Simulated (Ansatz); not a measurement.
# Mo2CO2 MXene bilayer (AA) in a perpendicular field, part 3 of 3

What dipole does a perpendicular field induce in the Mo2CO2 MXene bilayer (AA)? A positive field points along +c.

Ansatz 0.2.0; plane-wave DFT, PBE-D3(BJ), Ansatz PAW (the session's first sound run).

So far. Step 7 (Atoms held, field 0.25 V/Å): The dipole is 0.139 e·Å. Step 8 (Single point, field -0.25 V/Å): The dipole is -0.139 e·Å.

### Step 9. Response, atoms held

This step: plane-wave DFT, PBE-D3(BJ), Ansatz PAW; response to a field along the normal, atoms held (Ansatz 0.2.0).

The dipoles give the slope, and the difference of two potentials shows where the field is screened.

This step gave:

```yaml
equivalent_conductor_thickness_p_eps_0ae: 12.27 Å
distance_between_the_outer_atoms: 11.30 Å
```

Table of dipole of the cell by applied field:

| applied field (V/Å) | dipole of the cell (e·Å) |
| --- | --- |
| -0.250 | -0.139 |
| -0.030 | -0.0167 |
| 0.000 | 5.8e-7 |
| 0.030 | 0.0167 |
| 0.150 | 0.0834 |
| 0.250 | 0.139 |

Local field over the applied field, running mean. From the potentials at -0.03 and 0.03 V/Å; running mean over 2.5 Å. Local field over applied field against z:

| z (Å) | local field over applied field |
| --- | --- |
| 5 | 0.999 |
| 6 | 0.993 |
| 7 | 0.928 |
| 8 | 0.671 |
| 9 | 0.323 |
| 10 | 0.0827 |
| 11 | 0.0140 |
| 12 | -0.00343 |
| 13 | 0.00165 |
| 14 | 0.0101 |
| 15 | 0.0125 |
| 16 | 0.00388 |
| 17 | -0.00403 |
| 18 | 0.00518 |
| 19 | 0.0485 |
| 20 | 0.228 |
| 21 | 0.565 |
| 22 | 0.871 |
| 23 | 0.985 |
| 24 | 0.999 |
| 25 | 1.000 |

The induced electron density oscillates, so the rows of the table below give means over 0.5 Å (shorter at the two ends). Its distinct maxima (Å: e/Å³ per V/Å): 8.35: 0.00377, 10.11: 9.3e-4, 19.63: 3.3e-5. Distinct minima: 9.67: -3.3e-5, 19.19: -9.3e-4, 20.95: -0.00377.

Electrons, planar mean, per unit field. Induced electron density against z; means over each step:

| z (Å) | induced electron density (e/Å³ per V/Å) |
| --- | --- |
| 4.5 | 5.2e-7 |
| 5.0 | 1.9e-6 |
| 5.5 | 7.4e-6 |
| 6.0 | 2.8e-5 |
| 6.5 | 9.8e-5 |
| 7.0 | 3.4e-4 |
| 7.5 | 0.00104 |
| 8.0 | 0.00263 |
| 8.5 | 0.00332 |
| 9.0 | 0.00189 |
| 9.5 | 8.7e-4 |
| 10.0 | 5.1e-4 |
| 10.5 | 1.7e-4 |
| 11.0 | 2.3e-4 |
| 11.5 | -5.6e-5 |
| 12.0 | -5.7e-5 |
| 12.5 | 1.3e-4 |
| 13.0 | -8.3e-5 |
| 13.5 | -1.3e-4 |
| 14.0 | -8.9e-5 |
| 14.5 | -2.6e-5 |
| 15.0 | 5.6e-5 |
| 15.5 | 1.1e-4 |
| 16.0 | 1.1e-4 |
| 16.5 | 3.8e-5 |
| 17.0 | -1.4e-4 |
| 17.5 | 1.5e-4 |
| 18.0 | -9.4e-5 |
| 18.5 | -1.8e-4 |
| 19.0 | -4.5e-4 |
| 19.5 | -2.7e-4 |
| 20.0 | -0.00156 |
| 20.5 | -0.00226 |
| 21.0 | -0.00346 |
| 21.5 | -0.00190 |
| 22.0 | -6.9e-4 |
| 22.5 | -2.1e-4 |
| 23.0 | -6.0e-5 |
| 23.5 | -1.7e-5 |
| 24.0 | -4.3e-6 |
| 24.5 | -1.2e-6 |
| 25.0 | -3.2e-7 |

By hand: between -0.03 and 0.03 V/Å the dipole changes by 0.03335 e·Å, a slope of 0.5559 e·Å²/V. A perfect conductor of thickness t has p = ε₀AEt, so t = 180.95 × 0.5559 / 8.198 = 12.27 Å (e/ε₀ = 180.95 V·Å, A in Å²).

The induced dipole is that of a conductor 12.27 Å thick.

### Step 10. With spin-orbit coupling, k-mesh 12×12×1

This step: plane-wave DFT, PBE, fully relativistic PAW with spin-orbit coupling (Ansatz 0.2.0).

Heavy atoms split their bands by spin-orbit coupling, so this run uses fully relativistic files and two-component states.

File input.yaml:

```yaml
crystal:
  lattice:
    - [3.0766685142, 0.0, 0.0]
    - [-1.5383342571, 2.6644730923, 0.0]
    - [0.0, 0.0, 29.3040431504]
  atoms:
    - { symbol: O, position: [0.3333333333, 0.6666666667, 0.3071248549] }
    - { symbol: Mo, position: [0.6666666667, 0.3333333333, 0.3454429492] }
    - { symbol: C, position: [0.0, 0.0, 0.3835289156] }
    - { symbol: Mo, position: [0.3333333333, 0.6666666667, 0.4216462892] }
    - { symbol: O, position: [0.6666666667, 0.3333333333, 0.4596251161] }
    - { symbol: O, position: [0.3333333333, 0.6666666667, 0.5403748839] }
    - { symbol: Mo, position: [0.6666666667, 0.3333333333, 0.5783537108] }
    - { symbol: C, position: [0.0, 0.0, 0.6164710844] }
    - { symbol: Mo, position: [0.3333333333, 0.6666666667, 0.6545570508] }
    - { symbol: O, position: [0.6666666667, 0.3333333333, 0.6928751451] }
kpoints:
  mp_grid: { grid: [12, 12, 1] }
  band_path:
    path: [[0, 0, 0], [0.5, 0, 0], [0.33333333, 0.33333333, 0], [0, 0, 0]]
    npoints: 16
hamiltonian:
  xc: pbe
  pseudopotentials: { kind: paw_fr }
magnetization:
  noncollinear: true
  spin_orbit: true
scf:
  occupations: { method: fermi_dirac, width: 0.05 }
  convergence: { dr2_threshold: 1.0e-09 }
efield:
  axis: 3
  dipole_correction: true
  ramp_position: 0.97
  ramp_width: 0.06
  amplitude: 0
output:
  write_potential: true
  write_density: true
  volumetric_format: npy
```

Run with:

```console
$ ansatz run input.yaml --threads 4 --pin off --max-ram 6144MiB --backend cpu --events-out ev --progress --plain --runs-dir out
```

Log:

```text
[...]
non-collinear run that drives no moment, with spin-orbit: no starting moment large enough to seed its density (crystal.atoms[].spin), no starting occupations that ask for one, no magnetisation constraint and no magnetic field, so the semilocal B_xc is pinned to zero
Crystal: 10 atoms, lattice volume = 240.226 Å³
Basis set: ecut = 420 eV, 4657 PW (Γ)
Bands: 108, of which v1, the nominal top of the filled ones, is band 88 counted from 1 (87 counted from 0)
Symmetry: 6 space group operations + 6 with time reversal
k-points: 19 of 144 (time reversal used)
Projection manifold: j_resolved (fully-relativistic pseudo-atomic orbitals)
[...]
SCF iter   1: F=—  HF=-22618.985785 eV  |F-HF|=—  |Δ(HF+E_count)|=         —  Δρ=1.59e-1  dr2=7.71e1  dr2_m=0.00e0 (ungated)  ethr=3.10e-3  |M|=0.00e0 ∫|m|=0.00e0 μB  |m|>n=0.0e0 m-floor=0.0e0 τ_xc=0.0e0  β_m=1.00  p=0.000 e·Å  D=1.53e-13 V/Å  ΔV_dip=-0.00 eV  dr2_dipole=1.27e-7  V_vac-E_F(+/−)=5.77/5.77 eV  ⟨swp⟩=9.1  Hψ=12163  notcnv=0  defer=8
[...]
spin=Noncollinear: LDOS preconditioning applied to the charge; magnetization (m_x, m_y, m_z) channels mix plain (no charge-response kernel on spin).
SCF iter   2: F=—  HF=-22635.186433 eV  |F-HF|=—  |Δ(HF+E_count)|=    1.62e1  Δρ=3.25e-1  dr2=3.48e2  dr2_m=0.00e0 (ungated)  ethr=3.10e-3  |M|=0.00e0 ∫|m|=0.00e0 μB  |m|>n=0.0e0 m-floor=0.0e0 τ_xc=0.0e0  β_m=0.57  p=0.000 e·Å  D=3.69e-4 V/Å  ΔV_dip=-0.01 eV  dr2_dipole=1.23e-3  V_vac-E_F(+/−)=6.85/6.86 eV  ⟨swp⟩=6.3  Hψ=7174  notcnv=0  defer=134  recentre
[...]
SCF iter  13: F=-22599.412096 eV  HF=-22599.412096 eV  |F-HF|=8.00e-11  |Δ(HF+E_count)|=   1.78e-9  Δρ=3.32e-7  dr2=2.63e-10  dr2_m=0.00e0 (ungated)  ethr=1.14e-12  |M|=0.00e0 ∫|m|=0.00e0 μB  |m|>n=0.0e0 m-floor=0.0e0 τ_xc=0.0e0  p=-0.000 e·Å  D=-2.87e-7 V/Å  ΔV_dip=0.00 eV  dr2_dipole=2.89e-11  V_vac-E_F(+/−)=6.33/6.33 eV  ⟨swp⟩=11.6  Hψ=7497  notcnv=0
SCF 1 converged in 13 iterations: F = -22599.412096 eV  dr2 = 2.63e-10
[...]
SCF converged after 13 iterations
Magnetization: |M| = 0.0000 μB,  M = (+0.0000, +0.0000, +0.0000) μB
Absolute magnetization: 0.0000 μB (∫|m|)
  site 0: m = (+0.0000, +0.0000, +0.0000) μB, |m| = 0.0000 μB  (R = 0.87 Å)
  site 1: m = (+0.0000, +0.0000, +0.0000) μB, |m| = 0.0000 μB  (R = 0.87 Å)
  site 2: m = (+0.0000, +0.0000, +0.0000) μB, |m| = 0.0000 μB  (R = 0.87 Å)
  site 3: m = (+0.0000, +0.0000, +0.0000) μB, |m| = 0.0000 μB  (R = 0.86 Å)
  site 4: m = (+0.0000, +0.0000, +0.0000) μB, |m| = 0.0000 μB  (R = 0.86 Å)
  site 5: m = (+0.0000, +0.0000, +0.0000) μB, |m| = 0.0000 μB  (R = 0.86 Å)
  site 6: m = (+0.0000, +0.0000, +0.0000) μB, |m| = 0.0000 μB  (R = 0.86 Å)
  site 7: m = (+0.0000, +0.0000, +0.0000) μB, |m| = 0.0000 μB  (R = 0.87 Å)
  site 8: m = (+0.0000, +0.0000, +0.0000) μB, |m| = 0.0000 μB  (R = 0.87 Å)
  site 9: m = (+0.0000, +0.0000, +0.0000) μB, |m| = 0.0000 μB  (R = 0.87 Å)
Free energy (F): -22599.412096 eV
[...]
Internal energy: -22599.380447 eV  (E = F + TS)
E sigma→0 (E₀):  -22599.396271 eV
Entropy (-TS):   -0.031649 eV (-3.165 meV/atom)
Fermi energy:    3.572711 eV
Dipole field:    D = 0.000006 V/Å  (p = 0.000008 e·Å, saw-weighted, corrected)
Work function:   Φ+ = 6.3327 eV   Φ− = 6.3329 eV
[...]
--- Band table (eV; the first three rows and the last of 19) ---
  k-point 0: bands = [... 84 lower, 1.3484, 1.3484, 1.5030, 1.5030, 2.9455, 2.9455, 3.0291, 3.0291, ... 16 higher]
  k-point 1: bands = [... 84 lower, 1.9792, 1.9792, 2.0181, 2.0181, 2.9886, 2.9886, 3.0888, 3.0888, ... 16 higher]
  k-point 2: bands = [... 84 lower, 2.5113, 2.5113, 2.5530, 2.5530, 3.3914, 3.3914, 3.5158, 3.5158, ... 16 higher]
  k-point 18: bands = [... 84 lower, 3.0575, 3.0575, 3.0627, 3.0627, 3.1691, 3.1691, 3.1716, 3.1716, ... 16 higher]
```

Wall time 94 s (4 threads of Intel Xeon Platinum 8488C (Sapphire Rapids), shared host); peak memory 2.6 GiB; 6.2 min of CPU time.

Numbers from this step:

* energy at zero smearing: -22599.3963 eV
* work function, upper face: 6.333 eV
* dipole along the normal: 8.38e-6 e·Å

Electronic bands along the path, in eV, zero at the Fermi level:

| point | band 85 | band 86 | band 87 | band 88 | band 89 | band 90 | band 91 | band 92 |
| --- | --- | --- | --- | --- | --- | --- | --- | --- |
| Γ | -2.22 | -2.22 | -2.07 | -2.07 | -0.63 | -0.63 | -0.54 | -0.54 |
| halfway | -0.68 | -0.68 | -0.65 | -0.65 | 0.35 | 0.35 | 0.49 | 0.49 |
| M | 0.29 | 0.29 | 0.31 | 0.31 | 0.33 | 0.33 | 0.35 | 0.35 |
| halfway | 0.05 | 0.05 | 0.05 | 0.05 | 0.12 | 0.12 | 0.13 | 0.13 |
| K | -0.52 | -0.52 | -0.51 | -0.51 | -0.40 | -0.40 | -0.40 | -0.40 |
| halfway | -0.91 | -0.91 | -0.78 | -0.78 | 0.64 | 0.64 | 0.67 | 0.67 |
| Γ | -2.22 | -2.22 | -2.07 | -2.07 | -0.63 | -0.63 | -0.54 | -0.54 |

The work function of the upper face is 6.33 eV.

### Step 11. With spin-orbit coupling, k-mesh 12×12×1, field -0.2 V/Å

The same in a field along the normal.

Changes to input.yaml since step 10:

```diff
@@ -18,5 +18,3 @@
   mp_grid: { grid: [12, 12, 1] }
-  band_path:
-    path: [[0, 0, 0], [0.5, 0, 0], [0.33333333, 0.33333333, 0], [0, 0, 0]]
-    npoints: 16
+  band_path: { path: [[0, 0, 0], [0.12, 0, 0]], npoints: 24 }
 hamiltonian:
@@ -35,3 +33,3 @@
   ramp_width: 0.06
-  amplitude: 0
+  amplitude: -0.2
 output:
```

Log:

```text
[...]
Crystal: 10 atoms, lattice volume = 240.226 Å³
Basis set: ecut = 420 eV, 4657 PW (Γ)
Bands: 108, of which v1, the nominal top of the filled ones, is band 88 counted from 1 (87 counted from 0)
Symmetry: 6 space group operations + 6 with time reversal
k-points: 19 of 144 (time reversal used)
[...]
k-point 0: bands = [... 84 lower, 1.3501, 1.3501, 1.5028, 1.5028, 2.9440, 2.9440, 3.0293, 3.0293, ... 16 higher]
  k-point 1: bands = [... 84 lower, 1.9771, 1.9772, 2.0187, 2.0190, 2.9868, 2.9878, 3.0887, 3.0888, ... 16 higher]
  k-point 2: bands = [... 84 lower, 2.5095, 2.5097, 2.5533, 2.5534, 3.3897, 3.3907, 3.5153, 3.5159, ... 16 higher]
  k-point 18: bands = [... 84 lower, 3.0564, 3.0567, 3.0617, 3.0620, 3.1684, 3.1690, 3.1707, 3.1717, ... 16 higher]
[key lines of the parts left out:]
SCF converged after 14 iterations
Magnetization: |M| = 0.0000 μB,  M = (+0.0000, +0.0000, +0.0000) μB
Free energy (F): -22599.423215 eV
Fermi energy:    3.572048 eV
Dipole field:    D = -0.083756 V/Å  (p = -0.111192 e·Å, saw-weighted, corrected)
```

Run time: 80 s. Hardware: 4 threads; peak memory 2.6 GiB.

Numbers from this step:

```yaml
energy_at_zero_smearing: -22599.4074 eV
dipole_along_the_normal: -0.1112 e·Å
```

The dipole is -0.111 e·Å.

### Step 12. Varying the input

This step: plane-wave DFT, PBE-D3(BJ), Ansatz PAW (Ansatz 0.2.0).

A run with a changed input: it repeats the earlier run at 0.03 V/Å with kpoints.mp_grid.shift to [0.5, 0.5, 0.0] and basis.ecutwfc to 700 eV; its output block differs too.

input.yaml, the sections that differ from step 11:

```yaml
kpoints:
  mp_grid: { grid: [18, 18, 1], shift: [0.5, 0.5, 0.0] }
  band_path:
    path: [[0, 0, 0], [0.5, 0, 0], [0.33333333, 0.33333333, 0], [0, 0, 0]]
    npoints: 16
hamiltonian:
  xc: pbe
  dispersion: d3bj
scf:
  occupations: { method: fermi_dirac, width: 0.05 }
  convergence: { dr2_threshold: 1.0e-10 }
efield:
  axis: 3
  dipole_correction: true
  ramp_position: 0.97
  ramp_width: 0.06
  amplitude: 0.03
basis:
  ecutwfc: "700 eV"
# crystal, output: as in step 11
# magnetization: removed
```

Log:

```text
Warning: crystal.symmetry: narrowed to the stabiliser of the k-point mesh — unitary ops 6 → 2; excluded 4 operations that carry a point of the 18×18×1 mesh (shift [0.5, 0.5, 0]) off the mesh (the run samples exactly the mesh kpoints.mp_grid names, as under crystal.symmetry.detect: false, and its converged state has the mesh's symmetry, not the crystal's; ε∞, the Born charges and the force constants of a linear response (`dielectric:` by the response, `phonons.method: dfpt`) are averaged over those of the crystal's operations that the state keeps within a tolerance, where `mesh_tensors`, `unaveraged_element` or `gamma_mean_max_change_ev_ang2` stands beside them; [rest of the remark cut]
[...]
Crystal: 10 atoms, lattice volume = 240.226 Å³
Basis set: ecut = 700 eV, 10243 PW (Γ)
Bands: 54, of which v1, the nominal top of the filled ones, is band 44 counted from 1 (43 counted from 0)
Symmetry: 2 space group operations
k-points: 90 of 324 (time reversal used)
[...]
SCF iter   1: F=—  HF=-22617.140569 eV  |F-HF|=—  |Δ(HF+E_count)|=         —  Δρ=1.59e-1  dr2=7.71e1  ethr=3.10e-3  p=0.018 e·Å  D=1.33e-2 V/Å  ΔV_dip=-0.39 eV  dr2_dipole=4.11e-5  V_vac-E_F(+/−)=5.97/5.56 eV  ⟨swp⟩=9.0  Hψ=25160  notcnv=0
[...]
SCF iter  13: F=-22597.544855 eV  HF=-22597.544855 eV  |F-HF|=1.13e-10  |Δ(HF+E_count)|=  9.09e-11  Δρ=9.99e-8  dr2=2.23e-11  ethr=1.00e-12  p=0.017 e·Å  D=1.26e-2 V/Å  ΔV_dip=-0.37 eV  dr2_dipole=1.73e-12  V_vac-E_F(+/−)=6.54/6.10 eV  ⟨swp⟩=11.6  Hψ=18249  notcnv=0
SCF 1 converged in 13 iterations: F = -22597.544855 eV  dr2 = 2.23e-11
[...]
SCF converged after 13 iterations
Free energy (F): -22597.544855 eV
[...]
Internal energy: -22597.510984 eV  (E = F + TS)
E sigma→0 (E₀):  -22597.527920 eV
Entropy (-TS):   -0.033871 eV (-3.387 meV/atom)
Fermi energy:    3.573566 eV
Dipole field:    D = 0.012575 V/Å  (p = 0.016694 e·Å, saw-weighted, corrected)
Work function:   not extracted (applied field tilts the vacuum); planar V_es + V_field profile in the machine report
[...]
--- Band table (eV; the first three rows and the last of 90) ---
  k-point 0: bands = [... 40 lower, 1.6274, 1.6453, 1.6824, 1.7280, 2.9438, 3.0332, 3.9005, 3.9017, ... 6 higher]
  k-point 1: bands = [... 40 lower, 1.7486, 1.8459, 2.0811, 2.1354, 3.0459, 3.1505, 4.0164, 4.0207, ... 6 higher]
  k-point 2: bands = [... 40 lower, 1.6837, 1.8530, 2.4209, 2.4782, 3.3327, 3.4502, 4.1879, 4.2113, ... 6 higher]
  k-point 89: bands = [... 40 lower, 1.2211, 1.4340, 3.8761, 3.8778, 3.8815, 3.9380, 4.8103, 4.8192, ... 6 higher]
```

It took 82 s on 4 threads; peak memory 2.7 GiB.

This step gave:

| Quantity | Value |
| --- | --- |
| energy at zero smearing | -22597.5279 eV |
| dipole along the normal | 0.01669 e·Å |

Deep bands are left out, so band numbers here count from the lowest band kept and differ from the log's. Electronic bands along the path, in eV, zero at the Fermi level; # counts the bands kept:

| point | #19 | #20 | #21 | #22 | #23 | #24 | #25 | #26 |
| --- | --- | --- | --- | --- | --- | --- | --- | --- |
| Γ | -2.30 | -2.25 | -2.25 | -2.07 | -0.63 | -0.54 | 0.30 | 0.30 |
| halfway | -2.07 | -1.90 | -0.68 | -0.65 | 0.36 | 0.51 | 0.74 | 0.80 |
| M | -2.35 | -2.14 | 0.30 | 0.32 | 0.33 | 0.35 | 1.23 | 1.23 |
| halfway | -1.59 | -1.42 | 0.06 | 0.06 | 0.11 | 0.13 | 1.32 | 1.36 |
| K | -0.62 | -0.58 | -0.51 | -0.51 | -0.40 | -0.40 | 1.47 | 1.47 |
| halfway | -1.64 | -1.56 | -0.91 | -0.78 | 0.64 | 0.67 | 1.06 | 1.08 |
| Γ | -2.30 | -2.25 | -2.25 | -2.07 | -0.63 | -0.54 | 0.30 | 0.30 |

| quantity | this run | earlier run | difference |
| --- | --- | --- | --- |
| dipole along the normal (e·Å) | 0.01669 | 0.01668 | 1.8e-5 |

The dipole moves by under 0.5 % or 5e-5 e·Å.

### Step 13. Varying the input: efield.ramp_width = 0.04

Another changed input: it repeats the earlier run at 0.03 V/Å with efield.ramp_width from 0.06 to 0.04.

Changes to input.yaml since step 12:

```diff
@@ -17,3 +17,3 @@
 kpoints:
-  mp_grid: { grid: [18, 18, 1], shift: [0.5, 0.5, 0.0] }
+  mp_grid: { grid: [18, 18, 1] }
   band_path:
@@ -31,3 +31,3 @@
   ramp_position: 0.97
-  ramp_width: 0.06
+  ramp_width: 0.04
   amplitude: 0.03
@@ -37,3 +37 @@
   volumetric_format: npy
-basis:
-  ecutwfc: "700 eV"
```

Log:

```text
[...]
Crystal: 10 atoms, lattice volume = 240.226 Å³
Basis set: ecut = 420 eV, 4657 PW (Γ)
Bands: 54, of which v1, the nominal top of the filled ones, is band 44 counted from 1 (43 counted from 0)
Symmetry: 6 space group operations
k-points: 37 of 324 (time reversal used)
[...]
SCF iter   1: F=—  HF=-22617.087115 eV  |F-HF|=—  |Δ(HF+E_count)|=         —  Δρ=1.59e-1  dr2=7.71e1  ethr=3.10e-3  p=0.018 e·Å  D=1.33e-2 V/Å  ΔV_dip=-0.39 eV  dr2_dipole=6.08e-5  V_vac-E_F(+/−)=5.96/5.52 eV  ⟨swp⟩=9.0  Hψ=10346  notcnv=0  defer=4
[...]
SCF iter  13: F=-22597.509309 eV  HF=-22597.509309 eV  |F-HF|=4.37e-11  |Δ(HF+E_count)|=  8.00e-11  Δρ=1.13e-7  dr2=2.94e-11  ethr=1.00e-12  p=0.017 e·Å  D=1.26e-2 V/Å  ΔV_dip=-0.37 eV  dr2_dipole=2.51e-14  V_vac-E_F(+/−)=6.54/6.08 eV  ⟨swp⟩=9.2  Hψ=7901  notcnv=0
SCF 1 converged in 13 iterations: F = -22597.509309 eV  dr2 = 2.94e-11
[...]
SCF converged after 13 iterations
Free energy (F): -22597.509309 eV
[...]
Internal energy: -22597.479081 eV  (E = F + TS)
E sigma→0 (E₀):  -22597.494195 eV
Entropy (-TS):   -0.030228 eV (-3.023 meV/atom)
Fermi energy:    3.577827 eV
Dipole field:    D = 0.012563 V/Å  (p = 0.016678 e·Å, saw-weighted, corrected)
Work function:   not extracted (applied field tilts the vacuum); planar V_es + V_field profile in the machine report
[...]
--- Band table (eV; the first three rows and the last of 37) ---
  k-point 0: bands = [... 40 lower, 1.2828, 1.3289, 1.3289, 1.5047, 2.9509, 3.0343, 3.8754, 3.8754, ... 6 higher]
  k-point 1: bands = [... 40 lower, 1.6459, 1.7160, 1.7575, 1.7954, 2.9527, 3.0442, 3.9160, 3.9174, ... 6 higher]
  k-point 2: bands = [... 40 lower, 1.7159, 1.8674, 2.1919, 2.2333, 3.0908, 3.2000, 4.0586, 4.0642, ... 6 higher]
  k-point 36: bands = [... 40 lower, 2.9587, 3.0027, 3.0685, 3.0685, 3.1795, 3.1797, 5.0449, 5.0459, ... 6 higher]
```

Wall time 20 s (4 threads); peak memory 0.92 GiB; 76 s of CPU time.

This step gave:

- energy at zero smearing: -22597.4942 eV
- dipole along the normal: 0.01668 e·Å

The electronic bands at the labelled points (eV, zero at the Fermi level):

| point | band 41 | band 42 | band 43 | band 44 | band 45 | band 46 | band 47 | band 48 |
| --- | --- | --- | --- | --- | --- | --- | --- | --- |
| Γ | -2.29 | -2.25 | -2.25 | -2.07 | -0.63 | -0.54 | 0.30 | 0.30 |
| halfway | -2.07 | -1.90 | -0.68 | -0.64 | 0.36 | 0.51 | 0.74 | 0.80 |
| M | -2.35 | -2.14 | 0.31 | 0.32 | 0.33 | 0.35 | 1.23 | 1.23 |
| halfway | -1.59 | -1.42 | 0.06 | 0.06 | 0.11 | 0.13 | 1.32 | 1.36 |
| K | -0.62 | -0.58 | -0.51 | -0.51 | -0.40 | -0.40 | 1.47 | 1.47 |
| halfway | -1.63 | -1.55 | -0.91 | -0.78 | 0.64 | 0.67 | 1.06 | 1.08 |
| Γ | -2.29 | -2.25 | -2.25 | -2.07 | -0.63 | -0.54 | 0.30 | 0.30 |

| quantity | this run | earlier run | difference |
| --- | --- | --- | --- |
| dipole along the normal (e·Å) | 0.01668 | 0.01668 | 1.3e-6 |

The dipole moves by under 0.5 % or 5e-5 e·Å.

### Step 14. What came out

| Item | Value |
| --- | --- |
| gap without field | none |
| work function, upper face | 6.33 eV |
| equivalent conductor thickness, atoms held | 12.3 Å |

In words: The induced dipole equals that of a perfect conductor 12.27 Å thick, while the outer atoms lie 11.30 Å apart. There is no gap over 0.03 eV, with or without the field. The main runs have no spin polarisation; a magnetic state could lie lower and would change these results. The field series itself is without spin-orbit coupling. The MXene's terminations sit over the metal atoms of its far layer; the site over carbon or nitrogen, which some compounds prefer, was not run.

[Long decimals in the printed logs are rounded to 6 places.]

[Logs are printed without paths, hosts, clocks, repeated set-up lines and the standing remarks that a program may print on its own settings, such as how far it seeks lower states.]

[Hosts, paths, dates, database ids (printed as entryN), source tags and the programs' standing remarks are cut or masked in the printed files.]

[Maps of the electrostatic potential energy from Ansatz leave out the sawtooth potential of an applied field or a dipole correction, so their vacuum need not be flat; planar profiles and work functions include it.]
